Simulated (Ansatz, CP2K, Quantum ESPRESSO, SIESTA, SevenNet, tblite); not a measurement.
# How stiff is random zinc-blende (Al, Ga, In)P solid solution (64 atoms)? Programs compared

How stiff is random zinc-blende (Al, Ga, In)P solid solution (64 atoms) under an even change of volume, and do other programs and learned potentials give the same pressure and slope as plane waves?

Results are calculated, not measured.

## Step 1: The structure

The cell holds 64 atoms (11 Ga, 32 P, 10 Al and 11 In), with edges of 11.19, 11.19 and 11.19 Å. Recipe: zinc-blende lattice (a = 5.594 Å, the mean of the end members), 2 x 2 x 2 cells, metal sites filled at random with 10 Al, 11 Ga, 11 In; not relaxed, displaced by a Gaussian of 0.02 Å. Then the atoms were relaxed with SevenNet 0 in the fixed cell.

Bonds by pair of elements; cutoffs follow the first minimum of g(r), held within bounds set by covalent radii, and pairs that aren't listed don't count as bonded:

```tsv
pair A-B	cutoff (Å)	bonds	mean length (Å)	spread (Å)	shortest (Å)	B about A	A about B
P-Ga	2.83	44	2.38	0.017	2.35	1.38	4
P-In	2.93	44	2.52	0.014	2.50	1.38	4
P-Al	2.77	40	2.36	0.018	2.32	1.25	4
```

## Step 2: The reference input

Quantum ESPRESSO 7.5: Kohn-Sham DFT, PBE, SSSP efficiency 1.3.0 pseudopotentials, plane waves. Its input, pw.in, for the unchanged cell:

```
&control
  calculation = 'scf'
  pseudo_dir = './pseudo'
  outdir = './tmp'
  disk_io = 'none'
  tprnfor = .true.
  tstress = .true.
/
&system
  ibrav = 0
  nat = 64
  ntyp = 4
  ecutwfc = 60
  ecutrho = 480
  nosym = .true.
  occupations = 'smearing'
  smearing = 'fd'
  degauss = 0.003675
/
&electrons
  conv_thr = 3.2e-07
  electron_maxstep = 100
  mixing_beta = 0.4
  mixing_mode = 'plain'
  diagonalization = 'david'
/
ATOMIC_SPECIES
Ga 69.723 Ga.upf
P 30.974 P.upf
Al 26.982 Al.upf
In 114.818 In.upf
CELL_PARAMETERS angstrom
11.18800 0.00000 0.00000
0.00000 11.18800 0.00000
0.00000 0.00000 11.18800
ATOMIC_POSITIONS crystal
Ga 0.99715 0.99697 0.00474
P 0.11758 0.11657 0.13416
Al 0.99443 0.24508 0.25014
P 0.11854 0.36746 0.36527
[... 58 atom lines left out ...]
Ga 0.74260 0.75224 0.49550
P 0.85851 0.87479 0.62269
K_POINTS gamma
```

```console
$ OMP_NUM_THREADS=1 mpirun -np 4 pw.x -in pw.in > output.txt
```

Wall time 5.9 min (4 MPI ranks of Arm Neoverse V1, shared host); peak memory 4.9 GiB.

It converged with an r.m.s. force component of 0.052 eV/Å and a pressure of 3.0 GPa.

## Step 3: Programs and settings

Every level solves the same cells as single points. CPU time is summed over a level's finished runs, on a host shared with the other runs, so it is rough; the force column is the median over cells of the r.m.s. difference of force components from the reference.

```
                level                      basis or training data  k-points  runs finished  CPU time  peak memory (GiB)  force difference (meV/Å)
              QE, PBE     plane waves, SSSP efficiency, 60/480 Ry         Γ         8 of 8     3.2 h                5.3                 reference
CP2K double zeta, PBE  DZVP-MOLOPT-SR, GTH-PBE potentials, 800 Ry         Γ         8 of 8    51 min                8.3                        19
      SIESTA DZP, PBE    DZP orbitals, shift 0.01 Ry, mesh 300 Ry         Γ         8 of 8    42 min                1.8                        26
           SevenNet 0          trained on PBE(+U) plane-wave data         -         8 of 8      67 s               0.75                        54
        SevenNet l3i5          trained on PBE(+U) plane-wave data         -         8 of 8      81 s                1.1                        47
```

Runs without a converged result: tblite GFN1-xTB, 8 single points (refused). A level enters a table below only where it finished every cell that the table needs.

The reference's own r.m.s. force component runs from 52 to 108 meV/Å over these cells. SevenNet 0 relaxed the atoms, so in the cells that it relaxed its own forces are small, and its entry isn't an independent test there.

## Step 4: Pressure against volume

The cell is scaled evenly with fractional positions held. The unchanged volume is 21.882 Å³ an atom. Pressures in GPa:

```tsv
level	-6 %	-3 %	0	+3 %	+6 %
QE, PBE	9.03	5.76	2.96	0.56	-1.48
CP2K double zeta, PBE	9.53	6.20	3.36	0.92	-1.17
SIESTA DZP, PBE	9.24	5.88	3.02	0.61	-1.43
SevenNet 0	8.41	5.16	2.41	0.09	-1.85
SevenNet l3i5	8.00	4.97	2.43	0.29	-1.55
```

Energy less that of the unchanged cell at the same level, in meV an atom:

```tsv
level	-6 %	-3 %	+3 %	+6 %
QE, PBE	48.75	18.14	-7.55	-5.98
CP2K double zeta, PBE	51.49	19.44	-8.62	-7.99
SIESTA DZP, PBE	48.79	18.04	-7.29	-5.45
SevenNet 0	43.00	15.37	-5.00	-1.27
SevenNet l3i5	41.37	14.99	-5.44	-2.77
```

## Step 5: Moduli

From the three volumes nearest the unchanged one: B from the slope of pressure against ln V and from the curvature of the energy, the pressure that the slope of the energy implies, and the volume change at which the printed pressure crosses zero (a dash if it doesn't within the range).

```tsv
level	B from pressures (GPa)	B from energies (GPa)	printed pressure (GPa)	pressure from energies (GPa)	zero pressure at (%)
QE, PBE	86.6	86.2	2.96	3.13	+3.8
CP2K double zeta, PBE	88.1	88.0	3.36	3.42	+4.3
SIESTA DZP, PBE	87.8	87.5	3.02	3.09	+3.9
SevenNet 0	84.5	84.4	2.41	2.48	+3.1
SevenNet l3i5	78.0	77.7	2.43	2.49	+3.5
```

As a check by hand on the reference: from -3 to +3 % the pressure falls by 5.19 GPa while ln V grows by 0.0600, a ratio of 86.5 GPa.

## Step 6: Stiffness

From ±1 % strain along x and a shear of 2 % (engineering, one-sided) in xy, in the cell's Cartesian axes, in GPa:

```tsv
level	C11	C12	C13	C66
QE, PBE	124	67	67	85
CP2K double zeta, PBE	127	69	69	86
SIESTA DZP, PBE	124	69	69	83
SevenNet 0	114	70	70	63
SevenNet l3i5	111	61	61	74
```

Gap between the highest filled and the lowest empty level on the runs' k-points, in eV:

```tsv
level	-6 %	-3 %	0	+3 %	+6 %
QE, PBE	1.43	1.49	1.51	1.40	1.22
CP2K double zeta, PBE	1.46	1.51	1.53	1.37	1.19
SIESTA DZP, PBE	1.38	1.44	1.48	1.48	1.33
```

## Step 7: Outcome

The plane-wave reference (PBE) gives a bulk modulus of 86.6 GPa from its pressures, at a volume where its pressure is 2.96 GPa; that pressure crosses zero at +3.8 %. Other programs at PBE: CP2K double zeta, PBE 88.1 GPa (+2 %) and SIESTA DZP, PBE 87.8 GPa (+1 %); their pressures lie +0.06 to +0.40 GPa from the reference's. Learned potentials: SevenNet 0 84.5 GPa (-2 %) and SevenNet l3i5 78.0 GPa (-10 %); their pressures lie -0.54 to -0.53 GPa from the reference's.

Moduli from the energies run from 78 to 88 GPa, within 10 % of those from pressures. C11 is 124 GPa in the reference, and the other levels lie -11 to +2 % from it. The reference's gap changes unevenly as the cell grows, from 1.43 eV at -6 % to 1.22 eV at +6 %.

Caveats: Atoms are held in fractional coordinates, so these moduli are upper bounds to relaxed ones. Three points at finite strain give rough moduli, at the given volume rather than at zero pressure. Pressures at a fixed plane-wave cutoff or in a small atom-centred basis hold some basis error. The reference samples only Γ, in a cell whose shortest periodic width is 11 Å. The reference isn't exact: its cutoffs and mesh weren't converged further here. SIESTA's automatically made basis is far from complete, and its potentials were converted by us (checked for H, C, O, Si, Ge and Ca alone). The learned potentials mimic data converged in k, so the sampling error of the reference's coarse mesh counts against them here, while programs on the same mesh share it. The reference's 60/480 Ry lie under the cutoffs that SSSP recommends for Ga (70/560 Ry). Spin–orbit coupling is left out. Where levels are smeared, the DFT runs use Fermi–Dirac occupations at 580 K (0.05 eV), and energies are free energies.

[Logs are printed without paths, hosts, clocks, repeated set-up lines and the standing remarks that a program may print on its own settings, such as how far it seeks lower states.]

[Hosts, paths, dates, database ids (printed as entryN), source tags and the programs' standing remarks are cut or masked in the printed files.]
